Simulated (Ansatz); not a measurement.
## Debugging a many-body input for Rb2CdSe2O6 (R-3m)

A first try at the G0W0 gap of Rb2CdSe2O6 (R-3m), what the program said, and an input that works.

Main program and level: Ansatz 0.2.0; G0W0 on PBE, plane waves, PAW; PAW set soft_1.

## (1) Set-up

Symmetry: R-3m, No. 166, trigonal system. The conventional cell has a = 5.750 Å, b = 5.750 Å, c = 19.669 Å, α = 90.00°, β = 90.00°, γ = 120.00°. Nearest to Rb lie 9 O at 2.94 to 3.09 Å. Cd has 6 O at 2.34 Å nearest. Nearest to Se lie 3 O at 1.72 Å. O has 1 Se at 1.72 Å and 1 Cd at 2.34 Å and 3 Rb at 2.94 to 3.09 Å nearest. Farther neighbours and most contacts between anions are not listed.

Geometry: measured cell, ions relaxed with PBE. The runs that relaxed it are not among those shown.

## (2) First try

Input file input.yaml:

```yaml
crystal:
  lattice:
    - [2.87515, 1.6599686265, 6.5561666667]
    - [-2.87515, 1.6599686265, 6.5561666667]
    - [0.0, -3.3199372529, 6.5561666667]
  atoms:
    - { symbol: Rb, position: [0.8022665693, 0.8022665693, 0.8022665693] }
    - { symbol: Rb, position: [0.1977334307, 0.1977334307, 0.1977334307] }
    - { symbol: Cd, position: [0.0, 0.0, 0.0] }
    - { symbol: Se, position: [0.6258540386, 0.6258540386, 0.6258540386] }
    - { symbol: Se, position: [0.3741459614, 0.3741459614, 0.3741459614] }
    - { symbol: O, position: [0.7448088786, 0.27651698, 0.7448088786] }
    - { symbol: O, position: [0.7448088786, 0.7448088786, 0.27651698] }
    - { symbol: O, position: [0.27651698, 0.7448088786, 0.7448088786] }
    - { symbol: O, position: [0.2551911214, 0.72348302, 0.2551911214] }
    - { symbol: O, position: [0.72348302, 0.2551911214, 0.2551911214] }
    - { symbol: O, position: [0.2551911214, 0.2551911214, 0.72348302] }
kpoints:
  mp_grid: { grid: [1, 1, 1] }
hamiltonian:
  xc: pbe
  pseudopotentials: { kind: paw, azcp: { folder: soft_1 } }
scf:
  occupations: { method: fixed }
gw:
  n_empty_bands: 198
  ecut_chi: 60
  qp_bands: [v3, c3]
  qp_kpoints: band_edges
  screening: { model: contour_deformation }
```

Started as:

```bash
$ ansatz run input.yaml --threads 2 --pin off --max-ram 92160MiB --backend cuda --events-out ev --progress --plain --runs-dir out --devices 1 --max-vram 13GiB
```

Numbers of over 12 decimals in the logs are rounded to 6 here.

What it wrote:

```text
GPUs: using 1 of 1 available (devices: 1).
Engine: ansatz 0.2.0, x86_64-unknown-linux-gnu
Pseudopotentials: kind: paw
Pseudopotential: Rb, paw, valence charge 9, recommended cutoff 420 eV (normal), soft_1/Rb.paw.azcp
Pseudopotential: Cd, paw, valence charge 20, recommended cutoff 420 eV (normal), soft_1/Cd.paw.azcp
Pseudopotential: Se, paw, valence charge 16, recommended cutoff 420 eV (normal), soft_1/Se.paw.azcp
Pseudopotential: O, paw, valence charge 6, recommended cutoff 420 eV (normal), soft_1/O.paw.azcp
Functional definition: PBE
  parameter kappa = 0.804
  parameter beta = 0.066725
  exchange = pbe_x(kappa = kappa, mu = beta*pi^2/3)
  correlation = pbe_c(beta = beta)
device memory: the entry about to start is reckoned to put 1.8 GiB on a device that reports 34.0 GiB free (of which the cap on the GPU budget leaves the run 13.0 GiB)
GPU FFT provider: cuFFT
GPU libraries: cuBLAS 13.8.2, cuFFT 12.4.0, cuSOLVER 12.3.4
Crystal: 11 atoms, lattice volume = 187.742 Å³
Basis set: ecut = 420 eV, 3717 PW (Γ)
Bands: 64, of which v1, the nominal top of the filled ones, is band 53 counted from 1 (52 counted from 0)
Symmetry: 12 space group operations
Space group: R-3m (ITA 166), of the structure as read, at distance tolerance 5.7e-5 Å
k-points: 1
Non-local potential: Rb, projectors of the file, l = 0: 3, l = 1: 2, l = 2: 2
Non-local potential: Cd, projectors of the file, l = 0: 3, l = 1: 2, l = 2: 2, l = 3: 1
Non-local potential: Se, projectors of the file, l = 0: 2, l = 1: 2, l = 2: 3, l = 3: 1
Non-local potential: O, projectors of the file, l = 0: 2, l = 1: 2, l = 2: 1
PAW form: soft (Blöchl's): semilocal exchange-correlation on the pseudo side does not see the compensation charge
PAW one-centre angular grid: Rb, 110 points (default); XC on 64 Gauss nodes
PAW one-centre angular grid: Cd, 590 points (default); XC on 64 Gauss nodes
PAW one-centre angular grid: Se, 590 points (default); XC on 64 Gauss nodes
PAW one-centre angular grid: O, 110 points (default); XC on 64 Gauss nodes
Initial density: superposition of atomic densities (chi_scale 0.1, normalization cell, long waves kept (reshape's long-wave potential 0.06 eV rms))
Initial wavefunctions: pseudopotential atomic-orbital guess
GPU buffer pool allocated for 125000 grid points (all kernels)
GPU transforms: local potential and band sums: pruned to the plane-wave sphere, on 50×50×50
Functional: x = pbe(κ = 0.804, μ = 0.219515), c = pbe(β = 0.066725)
SCF iter   1: F=—  HF=-29137.751947 eV  |F-HF|=—  |Δ(HF+E_count)|=         —  Δρ=8.67e-2  dr2=2.70e1  ethr=3.10e-3  ⟨swp⟩=4.0  Hψ=202  notcnv=0  defer=7
preconditioner: auto → Resta (q_TF=auto, 2.480 Å⁻¹)  ε∞=3.9  [insulator: Δε(μ)=3.152 eV  Ē_g=13.684 eV  n_scr=46 (ndim 8)  ℏωp=23.3 eV  f_vac=0.022  ε∞_Penn≈3.9]
SCF iter   2: F=—  HF=-29130.133758 eV  |F-HF|=—  |Δ(HF+E_count)|=    7.62e0  Δρ=3.73e-2  dr2=4.67e0  ethr=3.10e-3  ⟨swp⟩=3.0  Hψ=137  notcnv=0  defer=9
SCF iter   3: F=—  HF=-29128.597975 eV  |F-HF|=—  |Δ(HF+E_count)|=    1.54e0  Δρ=1.34e-2  dr2=5.21e-1  ethr=3.10e-3  ⟨swp⟩=3.0  Hψ=118  notcnv=0  defer=5
SCF iter   4: F=—  HF=-29128.492437 eV  |F-HF|=—  |Δ(HF+E_count)|=   1.06e-1  Δρ=6.22e-3  dr2=9.82e-2  ethr=4.92e-4  ⟨swp⟩=4.0  Hψ=115  notcnv=0  defer=9
SCF iter   5: F=—  HF=-29128.481349 eV  |F-HF|=—  |Δ(HF+E_count)|=   1.11e-2  Δρ=3.38e-3  dr2=2.29e-2  ethr=9.26e-5  ⟨swp⟩=3.0  Hψ=95  notcnv=0  defer=8
SCF iter   6: F=—  HF=-29128.478044 eV  |F-HF|=—  |Δ(HF+E_count)|=   3.30e-3  Δρ=7.17e-4  dr2=1.11e-3  ethr=2.16e-5  ⟨swp⟩=3.0  Hψ=116  notcnv=0  defer=8
SCF iter   7: F=—  HF=-29128.478925 eV  |F-HF|=—  |Δ(HF+E_count)|=   8.81e-4  Δρ=2.00e-4  dr2=1.06e-4  ethr=1.05e-6  ⟨swp⟩=2.0  Hψ=126  notcnv=0  defer=8
SCF iter   8: F=—  HF=-29128.478982 eV  |F-HF|=—  |Δ(HF+E_count)|=   5.73e-5  Δρ=4.88e-5  dr2=7.23e-6  ethr=9.96e-8  ⟨swp⟩=2.0  Hψ=110  notcnv=0  defer=8
SCF iter   9: F=—  HF=-29128.478982 eV  |F-HF|=—  |Δ(HF+E_count)|=   2.41e-7  Δρ=2.99e-5  dr2=1.99e-6  ethr=6.82e-9  ⟨swp⟩=2.0  Hψ=108  notcnv=0  defer=4
SCF iter  10: F=—  HF=-29128.478984 eV  |F-HF|=—  |Δ(HF+E_count)|=   1.64e-6  Δρ=6.75e-6  dr2=1.08e-7  ethr=1.88e-9  ⟨swp⟩=2.0  Hψ=111  notcnv=0  defer=4
SCF iter  11: F=-29128.478984 eV  HF=-29128.478984 eV  |F-HF|=6.68e-9  |Δ(HF+E_count)|=   1.01e-7  Δρ=1.89e-6  dr2=6.40e-9  ethr=9.43e-11  ⟨swp⟩=12.0  Hψ=260  notcnv=0
SCF 1 converged in 11 iterations: F = -29128.478984 eV  dr2 = 6.40e-9
[...]
device memory: the entry about to start is reckoned to put 2.1 GiB on a device that reports 46.7 GiB free (of which the cap on the GPU budget leaves the run 13.0 GiB)
NSCF: frozen V_eff on 1 k-points
[...]
device memory: the entry about to start is reckoned to put 1.5 GiB on a device that reports 47.5 GiB free (of which the cap on the GPU budget leaves the run 13.0 GiB)
NSCF: frozen V_eff on 1 k-points
G₀W₀ screening: q 1/1
G₀W₀ self-energy: k 1/1
device memory: the entry about to start is reckoned to put 1.3 GiB on a device that reports 47.3 GiB free (of which the cap on the GPU budget leaves the run 13.0 GiB)
NSCF: frozen V_eff on 1 k-points
device memory: the entry about to start is reckoned to put 1.3 GiB on a device that reports 46.2 GiB free (of which the cap on the GPU budget leaves the run 13.0 GiB)
NSCF: frozen V_eff on 1 k-points
device memory: the entry about to start is reckoned to put 1.3 GiB on a device that reports 48.3 GiB free (of which the cap on the GPU budget leaves the run 13.0 GiB)
NSCF: frozen V_eff on 1 k-points
device memory: the entry about to start is reckoned to put 1.3 GiB on a device that reports 46.0 GiB free (of which the cap on the GPU budget leaves the run 13.0 GiB)
NSCF: frozen V_eff on 1 k-points
device memory: the entry about to start is reckoned to put 1.3 GiB on a device that reports 46.6 GiB free (of which the cap on the GPU budget leaves the run 13.0 GiB)
NSCF: frozen V_eff on 1 k-points
device memory: the entry about to start is reckoned to put 1.3 GiB on a device that reports 45.4 GiB free (of which the cap on the GPU budget leaves the run 13.0 GiB)
NSCF: frozen V_eff on 1 k-points
SCF converged after 11 iterations
Free energy (F): -29128.478984 eV
Harris-Foulkes:  -29128.478984 eV  (|F-HF|=6.68e-9)
Internal energy: -29128.478984 eV  (E = F + TS)
E sigma→0 (E₀):  -29128.478984 eV
Fermi energy:    5.732746 eV
--- Per-component energies (eV) ---
  E_band       = -1527.219493
  E_kinetic    = 2039.097235
  E_local      = -14109.038662  (includes V_loc(G=0)·N_el)
  E_nonlocal   = 110.934050
  E_hartree    = 6446.864589
  E_xc         = -1004.443132
  E_vxc        = -1183.422943  (∫ρ·V_xc dr)
  E_paw        = -14583.916175  (= ΣΔE_a)
  E_vpaw       = -1278.519750  (= ΣTr[D̂ρ^β])
  E_aug_tail   = 0.004350  (compensation charges beyond the density's cutoff)
  E_ewald      = -8027.981240
  E_smearing   = -0.000000  (= −TS)
  E_closure    = 0.000000  (closes the sum)
  Σ components = -29128.478984   (vs F -29128.478984, Δ=0.00e0)
--- Band table (eV) ---
  k-point 0: bands = [... 49 lower, 5.5734, 5.6113, 5.6113, 5.7327, 9.4575, 10.4294, 10.4294, 11.0470, ... 7 higher]
--- G₀W₀: contour deformation, 6 samples at zero and on the imaginary axis and 1 off it, 1 q-point, 198 empty bands' worth ---
  eigenvalues of the whole cell's RPA ε∞ on this k-mesh (on a slab, of 1 + 4πα/V) = 2.6933, 5.2545, 5.2545; static W/v taken at q = 0 is 0.214417
  bands read: the sum over 251 bands ends inside a degenerate multiplet in 1 slot, whose members it reads at an even weight; the widest, k=0: bands 251 to 252 (counted from 1) at 1/2 each
  gw.qp_kpoints: band_edges: 1 of 1 stored k-point solved, in 1 pass; an edge of the gap read off the rows below is read off those points alone
    ik  band        ε_KS         Σx   Σc(E_QP)       V_xc       Z   E_QP_lin       E_QP  E_QP is
     0    51      5.6113   -28.2744     5.4485   -22.2513  0.7387     5.0301     5.0367  root
     0    52      5.6113   -28.2744     5.4485   -22.2513  0.7387     5.0301     5.0367  root
     0    53      5.7327   -26.8888     5.7221   -20.5991  0.7268     5.1584     5.1652  root
     0    54      9.4575    -9.1199    -4.7322   -14.9077  0.7935    10.5321    10.5130  root
     0    55     10.4294   -10.5416    -3.7974   -15.3968  0.7774    11.5057    11.4872  root
     0    56     10.4294   -10.5416    -3.7974   -15.3968  0.7774    11.5057    11.4872  root
```

Run time: 12 s. Hardware: 1 × NVIDIA H100 80GB HBM3 (shared by 6 runs) with 2 threads of AMD EPYC 7R13 (Zen 3), shared host; peak memory 1.1 GiB.

In the SCF lines HF is the Harris–Foulkes energy and dr2 the Hartree energy of the density residual, in eV; the loop may stop once dr2 is under the threshold and the program's other checks hold. Hψ counts applications of the Hamiltonian.

Q: What is the fault?

The run ended normally, though the input holds a fault or crude settings.

The fault: one k-point. One point can't sample the density or the screening of a small cell, and the band edges may lie elsewhere in the zone.

It printed a gap of 5.35 eV, which is an artefact of the settings.

## (3) A better input

G0W0 replaces the xc potential by the self-energy, built once from these orbitals. Only a window of levels is corrected, while the sums run over the empty bands that the input names. This step takes PAW set soft_1 files.

input.yaml: that of step 2 with these lines changed.

```diff
@@ -18,3 +18,3 @@
 kpoints:
-  mp_grid: { grid: [1, 1, 1] }
+  mp_grid: { grid: [2, 2, 2] }
 hamiltonian:
@@ -25,4 +25,4 @@
 gw:
-  n_empty_bands: 198
-  ecut_chi: 60
+  n_empty_bands: 150
+  ecut_chi: 50
   qp_bands: [v3, c3]
```

What it wrote:

```text
GPUs: using 1 of 1 available (devices: 1).
[...]
GPU FFT provider: cuFFT
GPU libraries: cuBLAS 13.8.2, cuFFT 12.4.0, cuSOLVER 12.3.4
Crystal: 11 atoms, lattice volume = 187.742 Å³
Basis set: ecut = 420 eV, 3717 PW (Γ)
Bands: 64, of which v1, the nominal top of the filled ones, is band 53 counted from 1 (52 counted from 0)
[... 1 set-up line as in the run before ...]
[...]
k-points: 4 of 8
[...]
GPU buffer pool allocated for 125000 grid points (all kernels)
[...]
SCF iter   1: F=—  HF=-29140.343493 eV  |F-HF|=—  |Δ(HF+E_count)|=         —  Δρ=8.32e-2  dr2=2.59e1  ethr=3.10e-3  ⟨swp⟩=4.8  Hψ=822  notcnv=0  defer=27
[...]
SCF iter  11: F=-29131.052131 eV  HF=-29131.052131 eV  |F-HF|=7.96e-9  |Δ(HF+E_count)|=   2.10e-7  Δρ=1.97e-6  dr2=7.74e-9  ethr=9.43e-11  ⟨swp⟩=11.5  Hψ=1098  notcnv=0
SCF 1 converged in 11 iterations: F = -29131.052131 eV  dr2 = 7.74e-9
[...]
0    51      5.4249   -27.8315     4.7112   -22.4881  0.7655     4.7867     4.7928  root
     0    52      5.4249   -27.8315     4.7112   -22.4881  0.7655     4.7867     4.7928  root
     0    53      5.4818   -26.4157     5.1164   -20.6302  0.7515     4.8052     4.8127  root
     0    54      9.4926    -9.8562    -3.7471   -14.9272  0.8328    10.8341    10.8165  root
     0    55     10.3183   -10.9162    -3.0178   -15.3999  0.8120    11.8078    11.7842  root
     0    56     10.3183   -10.9162    -3.0178   -15.3999  0.8120    11.8078    11.7842  root
     1    51      5.2936   -23.0815     3.7270   -18.6583  0.7758     4.5905     4.5975  root
     1    52      5.4511   -27.6867     4.7678   -22.2943  0.7637     4.8206     4.8265  root
[...]
3    53      5.4582   -23.7000     3.6980   -19.3866  0.7769     4.8376     4.8428  root
     3    54      9.7724   -10.7455    -3.8192   -16.0836  0.8267    11.3161    11.2912  root
     3    55     10.3448   -10.2359    -3.5705   -15.2108  0.8272    11.7702    11.7491  root
     3    56     10.3999   -10.9143    -3.0944   -15.5027  0.8107    11.9192    11.8939  root
[key lines of the parts left out:]
SCF converged after 11 iterations
Free energy (F): -29131.052131 eV
Fermi energy:    5.601621 eV
```

It took 9.9 s on 1 × NVIDIA H100 80GB HBM3 (shared by 6 runs) with 2 threads; peak memory 1.2 GiB.

Numbers from this step:

```yaml
bands_summed: 203
rpa_eps_infinity_on_this_mesh_eigenvalues: 2.680, 3.551, 3.551
plane_waves_in_the_screening_matrix: 163
q_points_in_the_mesh: 8
g0w0_gap_on_the_mesh: 5.849 eV
k_of_the_valence_top: 0, 0, -0.5
k_of_the_conduction_bottom: 0, 0, 0
starting_gap_on_the_mesh: 3.891 eV
z_at_the_valence_top: 0.7727
z_at_the_conduction_bottom: 0.8328
least_direct_g0w0_gap_on_the_computed_points: 6.004 eV
```

The gap on the mesh goes from 3.89 eV to 5.85 eV, a correction of +1.96 eV. Between the two edge states, bare exchange in place of the xc potential would open the gap by 9.63 eV, and correlation takes back 7.67 eV.

## (4) Outcome

```
first try  : converged after 12 s
better run : G0W0 gap on the mesh 5.85 eV (2×2×2 mesh, 150 empty bands, screening to 50 eV, PAW set soft_1 files)
```

In words: The second run differs in: mesh, empty bands and screening cutoff (eV). Bands and cutoff are finite, so the gap is not at the basis limit. The miss can reach some tenths of an eV and take either sign; the mesh is an error of its own. The 2×2×2 mesh is coarse for this cell (its supercell is 15 Å along the shortest edge). The RPA ε∞ on it, from the PBE start, is 2.68 and 3.55; such meshes misread the long-range screening, most where the gap is narrow. The many-body steps are scalar-relativistic: spin-orbit coupling is not in them.

[Paths, hosts, dates, memory and timing lines, banners, echoed tables and standing remarks are left out of the program output.]

[Logs are printed without paths, hosts, clocks, repeated set-up lines and the standing remarks that a program may print on its own settings, such as how far it seeks lower states.]

[Runs of the session that timed out or met a known fault of the program may be left out.]

[Cells called generated may have been cut or substituted from an entry of the Crystallography Open Database or the Materials Project.]

[Hosts, paths, dates, database ids (printed as entryN), source tags and the programs' standing remarks are cut or masked in the printed files.]
